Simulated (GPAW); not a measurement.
# BaTiO3 (Barioperovskite, Amm2): the O K absorption edge

What does one-electron theory with a core hole give for the O K edge of BaTiO3 (Barioperovskite, Amm2)?

Calculated with GPAW 26.7.0; X-ray absorption from dipole matrix elements to empty bands, plane-wave PAW LDA+U.

### Step 1. The starting structure

It takes space group Amm2 (No. 38, orthorhombic). Conventional cell: a = 3.986 Å, b = 5.674 Å, c = 5.690 Å, α = 90.00°, β = 90.00°, γ = 90.00°. Nearest to Ba lie 12 O at 2.77 to 2.92 Å. Nearest to Ti lie 6 O at 1.93 to 2.09 Å. Nearest to O lie 2 Ti at 1.93 to 2.09 Å and 4 Ba at 2.81 to 2.84 Å. O has 2 Ti at 2.00 Å and 4 Ba at 2.77 to 2.92 Å nearest. Farther neighbours and most contacts between anions are not listed.

Structure file:

```cif
data_structure
_symmetry_space_group_name_H-M 'Amm2'
_symmetry_Int_Tables_number 38
_cell_length_a 3.9855
_cell_length_b 5.6738
_cell_length_c 5.6903
_cell_angle_alpha 90.000
_cell_angle_beta 90.000
_cell_angle_gamma 90.000
_cell_volume 128.67
loop_
_atom_site_label
_atom_site_type_symbol
_atom_site_symmetry_multiplicity
_atom_site_Wyckoff_symbol
_atom_site_fract_x
_atom_site_fract_y
_atom_site_fract_z
_atom_site_occupancy
Ba1 Ba 2 a 0.00000 0.00000 0.00000 1
Ti1 Ti 2 b 0.50000 0.50000 0.01240 1
O1 O 4 e 0.50000 0.74330 0.24854 1
O2 O 2 a 0.00000 0.50000 0.98740 1
```

### Step 2. The field without a hole

A plain self-consistent run shows whether there is a gap, which decides the set-up of the core-hole run.

scf.py

```python
import numpy as np
from ase import Atoms
from ase.parallel import parprint, paropen
from gpaw import GPAW, PW, FermiDirac, Mixer, MixerDif, setup_paths
from gpaw.test import gen
setup_paths.insert(0, '.')
gen('O', name='nch1s', xcname='LDA', corehole=(1, 0, 0), write_xml=True)
from gpaw.mpi import world
world.barrier()

atoms = Atoms('BaTiO3',
    cell=[[3.9855, 0, 0],
     [0, 2.8369, 2.84515],
     [0, -2.8369, 2.84515]],
    scaled_positions=[[0, 0, 0],
     [0.5, 0.5124, 0.5124],
     [0.5, 0.99184, 0.50524],
     [0.5, 0.50524, 0.99184],
     [0, 0.4874, 0.4874]],
    pbc=True)
atoms.calc = calc = GPAW(legacy_gpaw=True, mode=PW(500, force_complex_dtype=True), xc='LDA', setups={'Ti': ':d,4', 2: 'nch1s'},
    kpts={'size': (6, 6, 6), 'gamma': True}, occupations=FermiDirac(0.05),
    charge=0, mixer=Mixer(0.05, 8, 50), maxiter=150,
    convergence={'density': 0.0001, 'eigenstates': 1e-6}, txt='scf.txt')
energy = atoms.get_potential_energy() + calc.get_reference_energy()
ef = calc.get_fermi_level()
out = dict(energy=energy, fermi=ef, forces=atoms.get_forces().tolist())
parprint(f'all-electron energy {energy:.4f} eV, Fermi level {ef:.4f} eV')
ev = np.array([[calc.get_eigenvalues(k, s) for k in range(len(calc.get_ibz_k_points()))] for s in range(calc.get_number_of_spins())])
out['homo'], out['lumo'], out['counts'] = ev[ev < ef].max(), ev[ev > ef].min(), sorted(set((ev < ef).sum((0, 2)).tolist()))
out['filled'] = (ev[:, 0] < ef).sum(1).tolist()
import json
with paropen('out.json', 'w') as f:
    json.dump(out, f)
```

Launch:

```bash
$ OMP_NUM_THREADS=1 mpirun -n 4 gpaw python scf.py
```

Numbers of over 12 decimals in the logs are rounded to 6 here.

The program printed:

```text
Input parameters:
  convergence: {density: 0.0001,
                eigenstates: 1e-06}
  kpts: {gamma: True,
         size: (6, 6, 6)}
  maxiter: 150
  mixer: {backend: pulay,
          beta: 0.05,
          method: separate,
          nmaxold: 8,
          weight: 50}
  mode: {ecut: 500.0,
         force_complex_dtype: True,
         name: pw}
  occupations: {fixmagmom: False,
                name: fermi-dirac,
                width: 0.05}
  setups: {2: nch1s,
           Ti: :d,4}

Initialize ...

[... PAW data sets ...]

Reference energy: -250365.446817  # eV

Spin-paired calculation

[... convergence settings ...]
Symmetries present (total): 2
  [... symmetry matrices ...]

216 k-points: 6 x 6 x 6 Monkhorst-Pack grid + [1/12,1/12,1/12]
80 k-points in the irreducible part of the Brillouin zone
       k-points in crystal coordinates                weights
   0:     0.00000000    0.00000000    0.00000000          1/216
   1:     0.00000000    0.00000000    0.16666667          2/216
   2:     0.00000000    0.00000000    0.33333333          2/216
   3:     0.00000000    0.00000000    0.50000000          1/216
   4:     0.00000000    0.16666667   -0.33333333          2/216
   5:     0.00000000    0.16666667   -0.16666667          2/216
   6:     0.00000000    0.16666667    0.00000000          2/216
   7:     0.00000000    0.16666667    0.16666667          2/216
   8:     0.00000000    0.16666667    0.33333333          2/216
   9:     0.00000000    0.16666667    0.50000000          2/216
          ...
  79:     0.50000000    0.50000000    0.50000000          1/216

Wave functions: Plane wave expansion
  Cutoff energy: 500.000 eV
  Number of coefficients (min, max): 1614, 1659
  Pulay-stress correction: 0.000000 eV/Ang^3 (de/decut=0.000000)
  Using FFTW library
  Wavefunction extrapolation:
    Improved wavefunction reuse through dual PAW basis

Occupation numbers: Fermi-Dirac:
  width: 0.0500  # eV

Eigensolver
   Davidson(niter=2)

Densities:
  Coarse grid: 21*21*21 grid
  Fine grid: 42*42*42 grid
  Total Charge: 0.000000

Density mixing:
  Method: separate
  Backend: pulay
  Linear mixing parameter: 0.05
  old densities: 8
  Width of damping distribution: 1.1
  Damping of long wavelength oscillations: 50

[... Hamiltonian set-up ...]
Number of atoms: 5
Number of atomic orbitals: 30
Number of bands in calculation: 28
Number of valence electrons: 40
Bands to converge: occupied

... initialized

Initializing position-dependent things.

Density initialized from atomic densities
Creating initial wave functions:
  28 bands from LCAO basis set

              O
            O
        O    Ti

        Ba

Atomic positions and initial magnetic moments

Positions:
   0 Ba     0.000000    0.000000    0.000000    ( 0.0000,  0.0000,  0.0000)
   1 Ti     1.992750    0.000000    2.915710    ( 0.0000,  0.0000,  0.0000)
   2 O      1.992750    1.380436    4.259417    ( 0.0000,  0.0000,  0.0000)
   3 O      1.992750   -1.380436    4.259417    ( 0.0000,  0.0000,  0.0000)
   4 O      0.000000   -0.000000    2.773452    ( 0.0000,  0.0000,  0.0000)

Unit cell:
           periodic     x           y           z      points  spacing
  1. axis:    yes    3.985500    0.000000    0.000000    21     0.1898
  2. axis:    yes    0.000000    2.836900    2.845150    21     0.1913
  3. axis:    yes    0.000000   -2.836900    2.845150    21     0.1913

  Lengths:   3.985500   4.017820   4.017820
  Angles:   89.833620  90.000000  90.000000

Effective grid spacing dv^(1/3) = 0.1908

iter:   1   -45.678169
iter:   2   -43.862611   -0.85  -0.94
iter:   3   -39.792999   -0.80  -1.01
iter:   4   -39.765647   -2.03  -1.37
iter:   5   -39.863847   -1.79  -1.42
iter:   6   -40.081089   -1.46  -1.68
iter:   7   -40.055440   -2.91  -1.63
iter:   8   -39.686744   -2.07  -1.63
iter:   9   -39.677007   -2.54  -2.13
iter:  10   -39.667549c  -3.67  -2.50
iter:  11   -39.667511c  -4.40  -2.90
iter:  12   -39.668966c  -4.50  -3.14
iter:  13   -39.667465c  -4.74  -2.90
iter:  14   -39.667713c  -4.14  -3.22
iter:  15   -39.667145c  -4.92  -3.17
iter:  16   -39.667143c  -5.81  -4.03c
iter:  17   -39.667147c  -6.18c -4.25c

Converged after 17 iterations.

Dipole moment: (0.000000, -0.000000, 1.755016) |e|*Ang

Energy contributions relative to reference atoms: (reference = -250365.446817)

Kinetic:        +26.701855
Potential:      -29.477967
External:        +0.000000
XC:             -37.149045
Entropy (-ST):   -0.000000
Local:           +0.258010
SIC:             +0.000000
--------------------------
Free energy:    -39.667147
Extrapolated:   -39.667147

Showing only first 2 kpts
 Kpt  Band  Eigenvalues  Occupancy
  0    18      7.13989    2.00000
  0    19      7.17937    2.00000
  0    20      9.73560    0.00000
  0    21      9.78462    0.00000

  1    18      6.92447    2.00000
  1    19      7.01436    2.00000
  1    20      9.85767    0.00000
  1    21     10.24978    0.00000

Fermi level: 8.57597

Gap: 2.328 eV
Transition (v -> c):
  (s=0, k=79, n=19, [0.50, 0.50, 0.50]) -> (s=0, k=0, n=20, [0.00, 0.00, 0.00])
Direct/indirect transitions are different
Direct gap: 2.556 eV
Transition at: (s=0, k=0, n=19, [0.00, 0.00, 0.00])

Forces in eV/Ang:
  0 Ba    0.00000   -0.00000    0.17064
  1 Ti    0.00000    0.00000   -0.31874
  2 O     0.00000    0.16702   -0.03662
  3 O     0.00000   -0.16688   -0.03652
  4 O     0.00000    0.00004    0.22951
Scalar-relativistic atomic LDA calculation for O (Oxygen, Z=8)
Core hole in 1s state (1s occupation: 2.0)
300 radial gridpoints.
|------------------------------------------------|
|------------------------------------------------|
[... the atom generator's iteration count ...]

Energy contributions:
-------------------------
Kinetic:      +74.266897
XC:            -7.772280
Potential:   -141.018865
-------------------------
Total:        -74.524248

state      eigenvalue         ekin         rmax
-----------------------------------------------
1s^2.0 :   -18.772897    28.821965        0.130
2s^2.0 :    -0.872866     3.204810        0.874
2p^4.0 :    -0.337925     2.553337        0.813
-----------------------------------------------
(units: Bohr and Hartree)

Generating PAW setup
Kinetic energy of the core from tauc = 57.689706
Cutoffs:
rc(s)=1.300
rc(p)=1.130
rc(d)=1.170
rc(vbar)=1.300
rc(comp)=1.260
rc(nct)=1.300

Kinetic energy of the core states: 57.643930
Charge: 0.0
Core electrons: 2.0
Valence electrons: 6.0
Pseudo-core charge: 0.000776
Shape function alpha=6.299
Pseudo-electron charge 5.666261
state    eigenvalue         norm
--------------------------------
2s(2) :    -0.872866     1.079797
*s    :     0.127134
2p(4) :    -0.337925     0.876472
*p    :     0.662075
*d    :     0.000000
--------------------------------

Diagonalizing with gridspacing h=0.050

state   all-electron     PAW
-------------------------------
2s:      -0.872866    -0.873954
2p:      -0.337925    -0.341740
*d:                    0.050276
*f:                    0.077289
-------------------------------
all-electron energy -250405.1140 eV, Fermi level 8.5760 eV
```

Elapsed: 24 s, on 4 MPI ranks of Arm Neoverse V1, shared host; peak memory 0.21 GiB.

The mesh shows a gap of 2.33 eV, so the hole is first treated in a charged cell, without the excited electron.

### Step 3. Spectrum without a core hole, O atom 3

This cheap baseline ignores the attraction of the hole: it shows the absorber's empty states as they are in the ground state. The data set with a hole of occupation 0 only carries the core orbital.

The absorber has 1 Ti at 1.93 Å and 1 Ti at 2.09 Å (linear, site symmetry m).

xas.py

```python
import numpy as np
from ase import Atoms
from ase.parallel import parprint, paropen
from gpaw import GPAW, PW, FermiDirac, Mixer, MixerDif, setup_paths
from gpaw.test import gen
setup_paths.insert(0, '.')
gen('O', name='nch1s', xcname='LDA', corehole=(1, 0, 0), write_xml=True)
from gpaw.mpi import world
world.barrier()

atoms = Atoms('BaTiO3',
    cell=[[3.9855, 0, 0],
     [0, 2.8369, 2.84515],
     [0, -2.8369, 2.84515]],
    scaled_positions=[[0, 0, 0],
     [0.5, 0.5124, 0.5124],
     [0.5, 0.99184, 0.50524],
     [0.5, 0.50524, 0.99184],
     [0, 0.4874, 0.4874]],
    pbc=True)
atoms.calc = calc = GPAW(legacy_gpaw=True, mode=PW(500, force_complex_dtype=True), xc='LDA', setups={'Ti': ':d,4', 2: 'nch1s'},
    kpts={'size': (6, 6, 6), 'gamma': True}, occupations=FermiDirac(0.02),
    charge=0, mixer=Mixer(0.05, 8, 50), maxiter=150,
    convergence={'density': 0.0001, 'eigenstates': 1e-6}, txt='scf.txt')
energy = atoms.get_potential_energy() + calc.get_reference_energy()
ef = calc.get_fermi_level()
out = dict(energy=energy, fermi=ef, forces=atoms.get_forces().tolist())
parprint(f'all-electron energy {energy:.4f} eV, Fermi level {ef:.4f} eV')
ev = np.array([[calc.get_eigenvalues(k, s) for k in range(len(calc.get_ibz_k_points()))] for s in range(calc.get_number_of_spins())])
out['homo'], out['lumo'], out['counts'] = ev[ev < ef].max(), ev[ev > ef].min(), sorted(set((ev < ef).sum((0, 2)).tolist()))
out['filled'] = (ev[:, 0] < ef).sum(1).tolist()

from ase.units import Ha
from gpaw.xas import dipole_matrix_elements
nb = int(calc.get_number_of_electrons() / 2) + 47
top, nb = nb, nb + 8 + nb // 12
nscf = calc.fixed_density(kpts={'size': (6, 6, 6), 'gamma': True}, nbands=nb,
    convergence={'bands': top, 'eigenstates': 5e-3}, maxiter=60, txt='nscf.txt')
cell = atoms.cell.array
ops = [cell.T @ U.T @ np.linalg.inv(cell.T) for U in nscf.wfs.kd.symmetry.op_scc]
filled = [20]  # bands filled in the ground state, by spin
E = np.arange(-25, 34, 0.1)
fwhm = np.interp(E, [4, 25], [0.9, 3.5])
Y, X, zero, highest = 0, 0, 1e9, 1e9
for spin in range(nscf.get_number_of_spins()):
    wfs = nscf.wfs
    mine = wfs.bd.get_slice()  # this rank's bands
    A = dipole_matrix_elements(wfs.setups[2])
    eps = np.zeros((wfs.kd.nibzkpts, nb))
    d = np.zeros((3, A.shape[1], wfs.kd.nibzkpts, nb), complex)
    for kpt in wfs.kpt_u:
        if kpt.s == spin and 2 in kpt.P_ani:
            eps[kpt.k, mine] = kpt.eps_n * Ha
            d[:, :, kpt.k, mine] = (kpt.weight * wfs.nspins / 2) ** 0.5 * np.inner(A, kpt.P_ani[2])
    world.sum(eps)
    world.sum(d)
    T = np.einsum('amkn,bmkn->abkn', d, d.conj()).real
    T = sum(np.einsum('ai,ijkn,bj->abkn', R, T, R) for R in ops) / len(ops)
    empty = np.ones_like(eps, bool) & (np.arange(nb) >= filled[spin])
    zero, highest = min(zero, eps[empty].min()), min(highest, eps[:, top - 1].min())
    lines = [(eps, T, empty)] if spin == 0 else lines + [(eps, T, empty)]
for eps, T, empty in lines:
    f = np.einsum('aakn->akn', T).reshape(3, -1)
    x = eps.ravel() - zero
    w = np.interp(x, E, fwhm) / 2.35482
    g = np.exp(-0.5 * ((E[:, None] - x) / w) ** 2) / (w * (2 * np.pi) ** 0.5)
    Y = Y + (f * empty.ravel()) @ g.T
    X = X + (f * ~empty.ravel()) @ g.T
out.update(E=E.round(2).tolist(), xas=Y.tolist(), xes=X.tolist(), zero=zero, valid=highest - zero, nk=len(eps), nb=nb)
for i in range(0, len(E), 10):
    parprint(f'{E[i]:7.2f}', *(f'{v:10.3e}' for v in Y[:, i]))
import json
with paropen('out.json', 'w') as f:
    json.dump(out, f)
```

Launch:

```bash
$ OMP_NUM_THREADS=1 mpirun -n 4 gpaw python xas.py
```

The program printed:

```text
Input parameters:
  convergence: {density: 0.0001,
                eigenstates: 1e-06}
  kpts: {gamma: True,
         size: (6, 6, 6)}
  maxiter: 150
  mixer: {backend: pulay,
          beta: 0.05,
          method: separate,
          nmaxold: 8,
          weight: 50}
  mode: {ecut: 500.0,
         force_complex_dtype: True,
         name: pw}
  occupations: {fixmagmom: False,
                name: fermi-dirac,
[...]
*p    :     0.662075
*d    :     0.000000
--------------------------------

Diagonalizing with gridspacing h=0.050

state   all-electron     PAW
-------------------------------
2s:      -0.872866    -0.873954
2p:      -0.337925    -0.341740
*d:                    0.050276
*f:                    0.077289
-------------------------------
all-electron energy -250405.1140 eV, Fermi level 8.4837 eV
[...]
32.00  9.601e-05  7.956e-05  8.191e-05
  33.00  8.474e-05  8.466e-05  8.888e-05
[key lines of the parts left out:]
Converged after 17 iterations.
Dipole moment: (0.000000, -0.000000, 1.755016) |e|*Ang
Free energy:    -39.667147
Fermi level: 8.48366
```

Run time: 51 s. Hardware: 4 MPI ranks; peak memory 0.34 GiB; 3.4 min of CPU time.

The O K spectrum, O atom 3, no core hole (energy from the lowest empty level; intensity scaled to a mean of 1 over the first 20 eV; polarised curves are means over the symmetry-equivalent atoms):

| E (eV) | isotropic | ε ∥ x | ε ∥ y | ε ∥ z |
| --- | --- | --- | --- | --- |
| -2.0 | 0.00 | 0.00 | 0.00 | 0.00 |
| -1.4 | 0.00 | 0.00 | 0.00 | 0.00 |
| -0.8 | 0.00 | 0.00 | 0.00 | 0.00 |
| -0.2 | 0.03 | 0.05 | 0.02 | 0.03 |
| 0.4 | 0.27 | 0.39 | 0.20 | 0.23 |
| 1.0 | 0.78 | 1.15 | 0.58 | 0.61 |
| 1.6 | 1.67 | 2.48 | 1.26 | 1.26 |
| 2.2 | 1.23 | 1.62 | 1.05 | 1.02 |
| 2.8 | 0.62 | 0.31 | 0.79 | 0.76 |
| 3.4 | 0.63 | 0.16 | 0.88 | 0.86 |
| 4.0 | 0.94 | 0.37 | 1.24 | 1.22 |
| 4.6 | 1.51 | 0.86 | 1.86 | 1.83 |
| 5.2 | 1.67 | 1.20 | 1.90 | 1.92 |
| 5.8 | 1.49 | 1.37 | 1.52 | 1.57 |
| 6.4 | 1.54 | 1.81 | 1.39 | 1.42 |
| 7.0 | 1.52 | 1.96 | 1.30 | 1.30 |
| 7.6 | 0.98 | 1.34 | 0.80 | 0.79 |
| 8.2 | 0.53 | 0.76 | 0.42 | 0.42 |
| 8.8 | 0.40 | 0.56 | 0.31 | 0.31 |
| 9.4 | 0.45 | 0.59 | 0.37 | 0.37 |
| 10.0 | 0.63 | 0.75 | 0.57 | 0.58 |
| 10.6 | 0.90 | 0.86 | 0.91 | 0.92 |
| 11.2 | 1.12 | 0.81 | 1.28 | 1.28 |
| 11.8 | 1.24 | 0.72 | 1.50 | 1.50 |
| 12.4 | 1.24 | 0.73 | 1.49 | 1.51 |
| 13.0 | 1.21 | 0.85 | 1.37 | 1.41 |
| 13.6 | 1.20 | 0.98 | 1.28 | 1.34 |
| 14.2 | 1.19 | 1.04 | 1.25 | 1.28 |
| 14.8 | 1.12 | 1.01 | 1.18 | 1.19 |
| 15.4 | 1.02 | 0.97 | 1.06 | 1.05 |
| 16.0 | 0.95 | 0.97 | 0.96 | 0.94 |
| 16.6 | 0.96 | 1.04 | 0.92 | 0.90 |
| 17.2 | 0.99 | 1.14 | 0.92 | 0.91 |
| 17.8 | 0.97 | 1.17 | 0.88 | 0.86 |
| 18.4 | 0.87 | 1.09 | 0.77 | 0.75 |
| 19.0 | 0.71 | 0.91 | 0.62 | 0.61 |
| 19.6 | 0.56 | 0.71 | 0.49 | 0.47 |
| 20.2 | 0.44 | 0.55 | 0.40 | 0.38 |
| 20.8 | 0.39 | 0.46 | 0.36 | 0.35 |
| 21.4 | 0.37 | 0.42 | 0.35 | 0.35 |
| 22.0 | 0.38 | 0.42 | 0.36 | 0.35 |
| 22.6 | 0.38 | 0.41 | 0.37 | 0.36 |
| 23.2 | 0.38 | 0.40 | 0.37 | 0.36 |
| 23.8 | 0.38 | 0.38 | 0.38 | 0.37 |
| 24.4 | 0.38 | 0.37 | 0.40 | 0.38 |
| 25.0 | 0.40 | 0.37 | 0.42 | 0.40 |
| 25.6 | 0.41 | 0.38 | 0.44 | 0.42 |
| 26.2 | 0.44 | 0.41 | 0.46 | 0.44 |
| 26.8 | 0.47 | 0.47 | 0.48 | 0.46 |
| 27.4 | 0.51 | 0.53 | 0.51 | 0.49 |
| 28.0 | 0.56 | 0.61 | 0.54 | 0.52 |
| 28.6 | 0.61 | 0.69 | 0.58 | 0.56 |
| 29.2 | 0.67 | 0.77 | 0.62 | 0.61 |
| 29.8 | 0.73 | 0.87 | 0.67 | 0.66 |
| 30.4 | 0.80 | 0.96 | 0.72 | 0.72 |
| 31.0 | 0.86 | 1.02 | 0.78 | 0.79 |
| 31.6 | 0.91 | 1.05 | 0.83 | 0.85 |

Main maxima below 24 eV (height): 1.7 eV (1.71), 5.0 eV (1.68), 6.7 eV (1.60), 12.1 eV (1.25) and 17.4 eV (0.99). A K edge sees empty p states; the first features are O p mixed into the empty d states of the Ti neighbours, and the broad ones above probably into the cations' higher empty bands.

The same matrix elements for filled bands give the O K emission of O atom 3 (ground-state approximation; energy from the lowest empty level, largest value 1):

| E (eV) | emission |
| --- | --- |
| -24.00 | 0.00 |
| -23.25 | 0.00 |
| -22.50 | 0.00 |
| -21.75 | 0.00 |
| -21.00 | 0.00 |
| -20.25 | 0.00 |
| -19.50 | 0.00 |
| -18.75 | 0.00 |
| -18.00 | 0.00 |
| -17.25 | 0.00 |
| -16.50 | 0.00 |
| -15.75 | 0.00 |
| -15.00 | 0.00 |
| -14.25 | 0.00 |
| -13.50 | 0.00 |
| -12.75 | 0.01 |
| -12.00 | 0.02 |
| -11.25 | 0.00 |
| -10.50 | 0.00 |
| -9.75 | 0.00 |
| -9.00 | 0.00 |
| -8.25 | 0.00 |
| -7.50 | 0.01 |
| -6.75 | 0.20 |
| -6.00 | 0.48 |
| -5.25 | 0.75 |
| -4.50 | 0.68 |
| -3.75 | 0.70 |
| -3.00 | 0.96 |
| -2.25 | 0.27 |
| -1.50 | 0.01 |
| -0.75 | 0.00 |
| 0.00 | 0.00 |
| 0.75 | 0.00 |
| 1.50 | 0.00 |
| 2.25 | 0.00 |
| 3.00 | 0.00 |

Emission maxima: -5.0 eV (0.80) and -3.2 eV (1.00).

### Step 4. Reference energy of the supercell

The photon energy needs a difference of total energies, so the cell and mesh of the coming hole run are first run without a hole.

scf.py, as its differences from that of step 2:

```diff
@@ -10,14 +10,19 @@
 
-atoms = Atoms('BaTiO3',
-    cell=[[3.9855, 0, 0],
-     [0, 2.8369, 2.84515],
-     [0, -2.8369, 2.84515]],
+atoms = Atoms('Ba2Ti2O6',
+    cell=[[3.9855, -2.8369, 2.84515],
+     [-3.9855, 2.8369, 2.84515],
+     [-3.9855, -2.8369, 2.84515]],
     scaled_positions=[[0, 0, 0],
-     [0.5, 0.5124, 0.5124],
-     [0.5, 0.99184, 0.50524],
-     [0.5, 0.50524, 0.99184],
-     [0, 0.4874, 0.4874]],
+     [0.5, 0, 0.5],
+     [0.7624, 0.5124, 0.75],
+     [0.2624, 0.5124, 0.25],
+     [0.99854, 0.99184, 0.5067],
+     [0.49854, 0.99184, 0.0067],
+     [0.99854, 0.50524, 0.9933],
+     [0.49854, 0.50524, 0.4933],
+     [0.4874, 0.4874, 0],
+     [0.9874, 0.4874, 0.5]],
     pbc=True)
-atoms.calc = calc = GPAW(legacy_gpaw=True, mode=PW(500, force_complex_dtype=True), xc='LDA', setups={'Ti': ':d,4', 2: 'nch1s'},
-    kpts={'size': (6, 6, 6), 'gamma': True}, occupations=FermiDirac(0.05),
+atoms.calc = calc = GPAW(legacy_gpaw=True, mode=PW(500, force_complex_dtype=True), xc='LDA', setups={'Ti': ':d,4', 4: 'nch1s'},
+    kpts={'size': (5, 5, 5), 'gamma': True}, occupations=FermiDirac(0.02),
     charge=0, mixer=Mixer(0.05, 8, 50), maxiter=150,
```

Launch:

```bash
$ OMP_NUM_THREADS=1 mpirun -n 4 gpaw python scf.py
```

The program printed:

```text
Input parameters:
  convergence: {density: 0.0001,
                eigenstates: 1e-06}
  kpts: {gamma: True,
         size: (5, 5, 5)}
  maxiter: 150
  mixer: {backend: pulay,
          beta: 0.05,
          method: separate,
          nmaxold: 8,
          weight: 50}
  mode: {ecut: 500.0,
         force_complex_dtype: True,
         name: pw}
  occupations: {fixmagmom: False,
                name: fermi-dirac,
[...]
2s(2) :    -0.872866     1.079797
*s    :     0.127134
2p(4) :    -0.337925     0.876472
*p    :     0.662075
*d    :     0.000000
--------------------------------

Diagonalizing with gridspacing h=0.050

state   all-electron     PAW
-------------------------------
2s:      -0.872866    -0.873954
2p:      -0.337925    -0.341740
*d:                    0.050276
*f:                    0.077289
-------------------------------
all-electron energy -500810.2350 eV, Fermi level 8.4837 eV
[key lines of the parts left out:]
Converged after 17 iterations.
Dipole moment: (0.428931, -0.305315, 3.816444) |e|*Ang
Free energy:    -79.341396
Fermi level: 8.48373
```

The job ended after 87 s (4 MPI ranks; peak memory 0.31 GiB; 5.8 min of CPU time).

Reference energy: -500810.235 eV with the cores included.

(Part 1 of 2 ends here.)

[Banner, clock and machine lines of the logs are left out without a mark of their own.]

[Logs are printed without paths, hosts, clocks, repeated set-up lines and the standing remarks that a program may print on its own settings, such as how far it seeks lower states.]

[Hosts, paths, dates, database ids (printed as entryN), source tags and the programs' standing remarks are cut or masked in the printed files.]

[Lists of maxima count a maximum above −3 eV only where it reaches 4 % of the highest in the window and stands out from its surroundings by 2 % of it (1.5 % where it reaches 55 %); shoulders and weaker maxima are passed over, and of the rest the first, up to two pre-edge ones and the few strongest are named.]
